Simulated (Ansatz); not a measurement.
# Band gap of BaH2 (Pnma) from density functionals to GW, part 2 of 2

Aim: the gap of BaH2 (Pnma) at several levels of theory on one structure, with the time that each takes.

Ansatz 0.2.0; density functionals, hybrids and G0W0, plane waves, PAW. Known limits of the many-body steps: finite bands, screening cutoff and k mesh; no spin-orbit coupling in G0W0.

So far. Step 5 (HSE06 on the 2×4×2 mesh): Over mesh and listed points the gap is 3.901 eV, from k = Γ to k = (0.500, 0.350, 0.000). The least direct gap found is 4.506 eV, at k = (-0.500, 0.333, 0.000). On the 2×4×2 mesh alone the same run gives 4.051 eV, so that mesh misses an edge of HSE06: 4.051 − 3.901 = +0.150 eV. HSE06 against LDA: 3.901 − 2.630 = +1.271 eV.

In doubt: masses and optical values from hybrid runs of this build are listed as unsure (step 8), which bears on the screening that GW takes from such a start.

## 7. G0W0@LDA, 2×4×2 mesh, 1022 empty bands, screening to 160 eV, PAW set soft_1 files

G0W0 replaces the xc potential by a self-energy built once from the orbitals of the start. Levels are corrected in the window of bands that the input names, at points of the mesh.

This step: G0W0 on LDA, plane waves, PAW; PAW set soft_1.

File input.yaml:

```yaml
crystal:
  lattice:
    - [6.792, 0.0, 0.0]
    - [0.0, 4.168, 0.0]
    - [0.0, 0.0, 7.858]
  atoms:
    - { symbol: Ba, position: [0.26029, 0.25, 0.88863] }
    - { symbol: Ba, position: [0.23971, 0.75, 0.38863] }
    - { symbol: Ba, position: [0.76029, 0.25, 0.61137] }
    - { symbol: Ba, position: [0.73971, 0.75, 0.11137] }
    - { symbol: H, position: [0.043, 0.25, 0.174] }
    - { symbol: H, position: [0.457, 0.75, 0.674] }
    - { symbol: H, position: [0.543, 0.25, 0.326] }
    - { symbol: H, position: [0.957, 0.75, 0.826] }
    - { symbol: H, position: [0.646, 0.25, 0.9135] }
    - { symbol: H, position: [0.854, 0.75, 0.4135] }
    - { symbol: H, position: [0.146, 0.25, 0.5865] }
    - { symbol: H, position: [0.354, 0.75, 0.0865] }
kpoints:
  mp_grid: { grid: [2, 4, 2] }
hamiltonian:
  xc: lda
  pseudopotentials: { kind: paw, azcp: { folder: soft_1 }, xc_functional: pbe }
scf:
  occupations: { method: fixed }
gw:
  n_empty_bands: 1022
  ecut_chi: 160.0
  qp_bands: [v4, c4]
  qp_kpoints: band_edges
  screening: { model: contour_deformation }
```

The run is started by

```sh
ansatz run input.yaml --threads 3 --pin off --max-ram 92160MiB --backend cuda --events-out ev --progress --plain --runs-dir out --devices 1 --max-vram 13GiB
```

Numbers of over 12 decimals in the logs are rounded to 6 here.

The program printed:

```text
GPUs: using 1 of 1 available (devices: 1).
[...]
GPU FFT provider: cuFFT
GPU libraries: cuBLAS 13.8.2, cuFFT 12.4.0, cuSOLVER 12.3.4
Crystal: 12 atoms, lattice volume = 222.453 Å³
Basis set: ecut = 420 eV, 4329 PW (Γ)
Bands: 36, of which v1, the nominal top of the filled ones, is band 24 counted from 1 (23 counted from 0)
Symmetry: 8 space group operations
[...]
k-points: 12 of 16
[...]
0    28      8.8049    -5.5847    -4.3181   -10.7257  0.7848     9.6413     9.6277  root
[...]
11    25      7.8340    -5.3270    -3.9787    -9.9903  0.7905     8.5267     8.5186  root
    11    26      7.8340    -5.3270    -3.9787    -9.9903  0.7905     8.5267     8.5186  root
    11    27      7.8340    -5.3270    -3.9787    -9.9903  0.7905     8.5267     8.5186  root
    11    28      7.8340    -5.3270    -3.9787    -9.9903  0.7905     8.5267     8.5186  root
[key lines of the parts left out:]
SCF converged after 7 iterations
Free energy (F): -23250.178887 eV
Fermi energy:    4.506944 eV
```

The job ended after 51 s (1 × NVIDIA H100 80GB HBM3 (shared by 6 runs) with 3 threads of AMD EPYC 7R13 (Zen 3), shared host; peak memory 3.8 GiB; 86 s of CPU time).

This step gave:

| Item | Value |
| --- | --- |
| bands summed | 1046 |
| RPA ε∞ on this mesh (eigenvalues) | 3.987, 4.322, 4.439 |
| plane waves in the screening matrix | 1019 |
| G0W0 gap over the corrected points | 4.579 eV |
| k of the valence top | 0, 0, 0 |
| k of the conduction bottom | -0.5, 0.25, 0 |
| starting gap on the mesh | 2.797 eV |
| Z at the valence top | 0.7500 |
| Z at the conduction bottom | 0.7959 |
| least direct G0W0 gap over the corrected points | 5.043 eV |

Over all 12 irreducible mesh points the G0W0 gap is 4.579 eV, from k = Γ to k = (-0.500, 0.250, 0.000). The LDA gap of this run on the mesh is 2.797 eV. The two states that bound the G0W0 gap lie that far apart at the start, so the correction of the gap is 4.579 − 2.797 = +1.782 eV.

## 8. G0W0@HSE06, 2×4×2 mesh, 1022 empty bands, screening to 160 eV, PAW set soft_1 files

This step: G0W0 on HSE06, plane waves, PAW; PAW set soft_1.

input.yaml, as its differences from that of step 7:

```diff
@@ -21,4 +21,4 @@
 hamiltonian:
-  xc: lda
-  pseudopotentials: { kind: paw, azcp: { folder: soft_1 }, xc_functional: pbe }
+  xc: hse06
+  pseudopotentials: { kind: paw, azcp: { folder: soft_1 } }
 scf:
```

The program printed:

```text
GPUs: using 1 of 1 available (devices: 1).
[...]
GPU FFT provider: cuFFT
GPU libraries: cuBLAS 13.8.2, cuFFT 12.4.0, cuSOLVER 12.3.4
Crystal: 12 atoms, lattice volume = 222.453 Å³
Basis set: ecut = 420 eV, 4329 PW (Γ)
Bands: 36, of which v1, the nominal top of the filled ones, is band 24 counted from 1 (23 counted from 0)
Symmetry: 8 space group operations
[...]
k-points: 12 of 16
[...]
0    27      9.3175    -5.3160    -3.9241    -9.6426  0.8189     9.7220     9.7200  root
     0    28      9.6411    -5.4562    -3.8970    -9.7972  0.8205    10.0874    10.0850  root
[...]
11    25      8.6043    -5.0270    -3.6419    -9.0090  0.8255     8.9456     8.9443  root
    11    26      8.6043    -5.0270    -3.6419    -9.0090  0.8255     8.9456     8.9443  root
    11    27      8.6043    -5.0270    -3.6419    -9.0090  0.8255     8.9456     8.9443  root
    11    28      8.6043    -5.0270    -3.6419    -9.0090  0.8255     8.9456     8.9443  root
[key lines of the parts left out:]
Free energy (F): -23951.969407 eV
Fermi energy:    4.019095 eV
```

Elapsed: 2.8 min, on 1 × NVIDIA H100 80GB HBM3 (shared by 6 runs) with 3 threads; peak memory 4 GiB; 3.2 min of CPU time.

Numbers from this step:

```yaml
bands_summed: 1046
rpa_eps_infinity_on_this_mesh_eigenvalues: 3.166, 3.305, 3.412
plane_waves_in_the_screening_matrix: 1019
g0w0_gap_over_the_corrected_points: 5.258 eV
k_of_the_valence_top: 0, 0, 0
k_of_the_conduction_bottom: -0.5, 0.25, 0
starting_gap_on_the_mesh: 4.052 eV
z_at_the_valence_top: 0.7883
z_at_the_conduction_bottom: 0.8293
least_direct_g0w0_gap_over_the_corrected_points: 5.755 eV
```

Over 11 of 12 irreducible mesh points the G0W0 gap is 5.258 eV, from k = Γ to k = (-0.500, 0.250, 0.000). The HSE06 gap of this run on the mesh is 4.052 eV. The two states that bound the G0W0 gap lie that far apart at the start, so the correction of the gap is 5.258 − 4.052 = +1.206 eV. G0W0@HSE06 against G0W0@LDA with 1046 bands: 5.258 − 4.579 = +0.679 eV, with the same mesh, files and cutoffs, and both edges at the same k points.

## 9. G0W0@r2SCAN, 2×4×2 mesh, 1022 empty bands, screening to 160 eV, PAW set soft_1 files

This step: G0W0 on r2SCAN, plane waves, PAW; PAW set soft_1.

input.yaml, as its differences from that of step 8:

```diff
@@ -21,3 +21,3 @@
 hamiltonian:
-  xc: hse06
+  xc: r2scan
   pseudopotentials: { kind: paw, azcp: { folder: soft_1 } }
```

The program printed:

```text
GPUs: using 1 of 1 available (devices: 1).
[...]
GPU FFT provider: cuFFT
GPU libraries: cuBLAS 13.8.2, cuFFT 12.4.0, cuSOLVER 12.3.4
Crystal: 12 atoms, lattice volume = 222.453 Å³
Basis set: ecut = 500 eV, 5687 PW (Γ), exchange–correlation on 200×128×240 points (64 copies of the dense FFT grid, shifted against one another)
Bands: 36, of which v1, the nominal top of the filled ones, is band 24 counted from 1 (23 counted from 0)
[...]
0    28      9.4446    -5.6464    -4.0058   -10.2136  0.8064    10.0107    10.0060  root
[...]
11    25      8.4756    -5.2123    -3.7304    -9.3598  0.8116     8.8951     8.8928  root
    11    26      8.4756    -5.2123    -3.7304    -9.3598  0.8116     8.8951     8.8928  root
    11    27      8.4756    -5.2123    -3.7304    -9.3598  0.8116     8.8951     8.8928  root
    11    28      8.4756    -5.2123    -3.7304    -9.3598  0.8116     8.8951     8.8928  root
[key lines of the parts left out:]
SCF converged after 7 iterations
Free energy (F): -23993.464567 eV
Fermi energy:    4.429294 eV
```

The job ended after 89 s (1 × NVIDIA H100 80GB HBM3 (shared by 6 runs) with 3 threads; peak memory 4.3 GiB; 2.7 min of CPU time).

Numbers from this step:

| Quantity | Value |
| --- | --- |
| bands summed | 1046 |
| RPA ε∞ on this mesh (eigenvalues) | 3.366, 3.554, 3.672 |
| plane waves in the screening matrix | 1019 |
| G0W0 gap over the corrected points | 4.993 eV |
| k of the valence top | 0, 0, 0 |
| k of the conduction bottom | -0.5, 0.25, 0 |
| starting gap on the mesh | 3.517 eV |
| Z at the valence top | 0.7701 |
| Z at the conduction bottom | 0.8160 |
| least direct G0W0 gap over the corrected points | 5.480 eV |

Over all 12 irreducible mesh points the G0W0 gap is 4.993 eV, from k = Γ to k = (-0.500, 0.250, 0.000). The r2SCAN gap of this run on the mesh is 3.517 eV. The two states that bound the G0W0 gap lie that far apart at the start, so the correction of the gap is 4.993 − 3.517 = +1.476 eV. G0W0@r2SCAN against G0W0@HSE06 with 1046 bands: 4.993 − 5.258 = −0.265 eV. The runs also differ in plane-wave cutoff (420 eV and 500 eV), so how much of this comes from the start alone is not known.

## 10. All levels together

Each gap is the least one over the points named; times are wall times on shared hosts, not benchmarks. A G0W0 time includes the run's own self-consistent start. Runs with listed points see these and the mesh alone, so an edge that moves elsewhere is missed. Rows marked * are further runs, not shown as steps, whose inputs differ from the G0W0 step on the same start in the columns given; solver thresholds can differ too.

| level | mesh | files, cutoff | bands summed, screening | points | gap (eV) | valence top | conduction bottom | least direct gap (eV) | time |
| --- | --- | --- | --- | --- | --- | --- | --- | --- | --- |
| LDA | 4×6×4 | soft_1 PAW, 420 eV | - | mesh and path | 2.630 | (0.250, 0.000, 0.000) | (0.500, 0.350, 0.000) | 3.170 | 10 s |
| LDA+SOC | 4×6×4 | soft_1 PAW, 420 eV | - | mesh and listed points | 2.626 | (0.250, 0.000, 0.000) | (0.500, 0.350, 0.000) | 3.094 | 17 s |
| r2SCAN | 4×6×4 | soft_1 PAW, 500 eV | - | mesh and listed points | 3.365 | (0.250, 0.000, 0.000) | (0.500, 0.350, 0.000) | 3.889 | 16 s |
| HSE06 | 2×4×2 | soft_1 PAW, 420 eV | - | mesh and listed points | 3.901 | Γ | (0.500, 0.350, 0.000) | 4.506 | 30 s |
| PBE0 | 2×4×2 | soft_1 PAW, 420 eV | - | mesh and listed points | 4.613 | Γ | (0.500, 0.350, 0.000) | 5.234 | 31 s |
| G0W0@LDA* | 2×4×2 | soft_1 PAW, 420 eV | 191, 48 eV | all 12 irreducible mesh points | 4.403 | Γ | (-0.500, 0.250, 0.000) | 4.883 | 19 s |
| G0W0@LDA* | 2×4×2 | soft_1 PAW, 420 eV | 499, 96 eV | all 12 irreducible mesh points | 4.516 | Γ | (-0.500, 0.250, 0.000) | 4.977 | 24 s |
| G0W0@LDA | 2×4×2 | soft_1 PAW, 420 eV | 1046, 160 eV | all 12 irreducible mesh points | 4.579 | Γ | (-0.500, 0.250, 0.000) | 5.043 | 51 s |
| G0W0@HSE06 | 2×4×2 | soft_1 PAW, 420 eV | 1046, 160 eV | 11 of 12 irreducible mesh points | 5.258 | Γ | (-0.500, 0.250, 0.000) | 5.755 | 2.8 min |
| G0W0@r2SCAN | 2×4×2 | soft_1 PAW, 500 eV | 1046, 160 eV | all 12 irreducible mesh points | 4.993 | Γ | (-0.500, 0.250, 0.000) | 5.480 | 89 s |

## 11. Outcome

| Property | Result |
| --- | --- |
| LDA, over mesh and path | 2.630 eV |
| LDA+SOC, over mesh and listed points | 2.626 eV |
| r2SCAN, over mesh and listed points | 3.365 eV |
| HSE06, over mesh and listed points | 3.901 eV |
| PBE0, over mesh and listed points | 4.613 eV |
| G0W0@LDA (1046 bands, 2×4×2), over all 12 irreducible mesh points | 4.579 eV |
| G0W0@HSE06, over 11 of 12 irreducible mesh points | 5.258 eV |
| G0W0@r2SCAN, over all 12 irreducible mesh points | 4.993 eV |
| known limits | finite bands, screening cutoff and k mesh; no spin-orbit coupling in G0W0 |

The rows run from 2.626 eV (LDA+SOC) to 5.258 eV (G0W0@HSE06). They differ in mesh, plane-wave cutoff, bands and screening cutoff of G0W0 and the points over which the gap was sought as well as in level, so only pairs that share these are like for like. LDA+SOC against LDA: 2.626 − 2.630 = −0.004 eV, with the same mesh, set of files (read in its fully relativistic form for the spin-orbit run) and cutoff, and both edges at the same k points. The spin-orbit run sees mesh and listed points alone, so its gap is an upper bound: the coupling can move an edge off these points, and the change over the zone, its sign included where it is small, is not known. PBE0 against HSE06: 4.613 − 3.901 = +0.712 eV, with the same mesh, files and cutoff, and both edges at the same k points. G0W0@HSE06 against G0W0@LDA with 1046 bands: 5.258 − 4.579 = +0.679 eV, with the same mesh, files and cutoffs, and both edges at the same k points. G0W0@LDA (1046 bands, 2×4×2) moves the gap of its own start on the mesh by 4.579 − 2.797 = +1.782 eV, between the same two levels. Over mesh and path, LDA puts the valence top at k = (0.250, 0.000, 0.000) and conduction bottom at k = (0.500, 0.350, 0.000), where no G0W0 correction was computed. The G0W0 gap over the whole zone is therefore not known from this run; at its settings it can only be equal to or under the 4.579 eV found, and no correction is carried over from another point. For the start itself the gap is 2.630 eV over mesh and path and 2.797 eV on the mesh of the G0W0 run, in runs that differ in mesh (4×6×4 and 2×4×2). G0W0@HSE06 moves the gap of its own start on the mesh by 5.258 − 4.052 = +1.206 eV, between the same two levels. Over mesh and listed points, HSE06 puts the conduction bottom at k = (0.500, 0.350, 0.000), where no G0W0 correction was computed. The G0W0 gap over the whole zone is therefore not known from this run; at its settings it can only be equal to or under the 5.258 eV found, and no correction is carried over from another point. For the start itself the gap is 3.901 eV over mesh and listed points and 4.052 eV on the mesh of the G0W0 run. G0W0@r2SCAN moves the gap of its own start on the mesh by 4.993 − 3.517 = +1.476 eV, between the same two levels. Over mesh and listed points, r2SCAN puts the valence top at k = (0.250, 0.000, 0.000) and conduction bottom at k = (0.500, 0.350, 0.000), where no G0W0 correction was computed. The G0W0 gap over the whole zone is therefore not known from this run; at its settings it can only be equal to or under the 4.993 eV found, and no correction is carried over from another point. For the start itself the gap is 3.365 eV over mesh and listed points and 3.517 eV on the mesh of the G0W0 run, in runs that differ in mesh (4×6×4 and 2×4×2). What spin-orbit coupling does to the G0W0 levels was not computed, so no sum with the G0W0 gap is formed. For G0W0@LDA: from 191 bands and 48 eV to 1046 bands and 160 eV the gap moves by 4.579 − 4.403 = +0.176 eV (rung by rung 4.403, 4.516, 4.579 eV); bands and screening cutoff rise together, so their parts are not told apart. A line in one over the bands through the two highest rungs gives 4.579 + (4.579 − 4.516) × 499 / (1046 − 499) = 4.636 eV, and through the pair below 4.516 + (4.516 − 4.403) × 191 / (499 − 191) = 4.586 eV. The two differ by 0.050 eV, not under the 0.030 eV asked, so the law does not hold well over these rungs and the limit is not known. The other G0W0 rows are shown at one basis each (1046 bands), so their distance from the limit is not known here. The G0W0 runs are scalar-relativistic. No pair of G0W0 runs that differ in the mesh alone is shown (2×4×2 is a supercell whose nearest images lie 14 Å apart), so the error from the mesh is not known here. G0W0@LDA runs of this series with other atomic data on the same mesh, not shown as steps, give 4.587 eV (hard PAW, 800 eV, 1539 bands, screening to 208 eV); where bands and cutoffs differ too, the part of the files is not isolated.

[Paths, hosts, dates, memory and timing lines, banners, echoed tables and standing remarks are left out of the program output.]

[Logs are printed without paths, hosts, clocks, repeated set-up lines and the standing remarks that a program may print on its own settings, such as how far it seeks lower states.]

[Runs of the session that timed out or met a known fault of the program may be left out.]

[Cells called generated may have been cut or substituted from an entry of the Crystallography Open Database or the Materials Project.]

[Hosts, paths, dates, database ids (printed as entryN), source tags and the programs' standing remarks are cut or masked in the printed files.]

[Where an RPA ε∞ is given, it is that of the G0W0 mesh and is not shown converged in it. Names of k-points follow the symmetry that the program found, which can be lower than the space group named. Band edges on a path are those of the sampled points; other points can move an edge, and change direct to indirect where valleys lie close.]

[Hybrid gaps are those of their k-mesh and are not shown converged in it.]
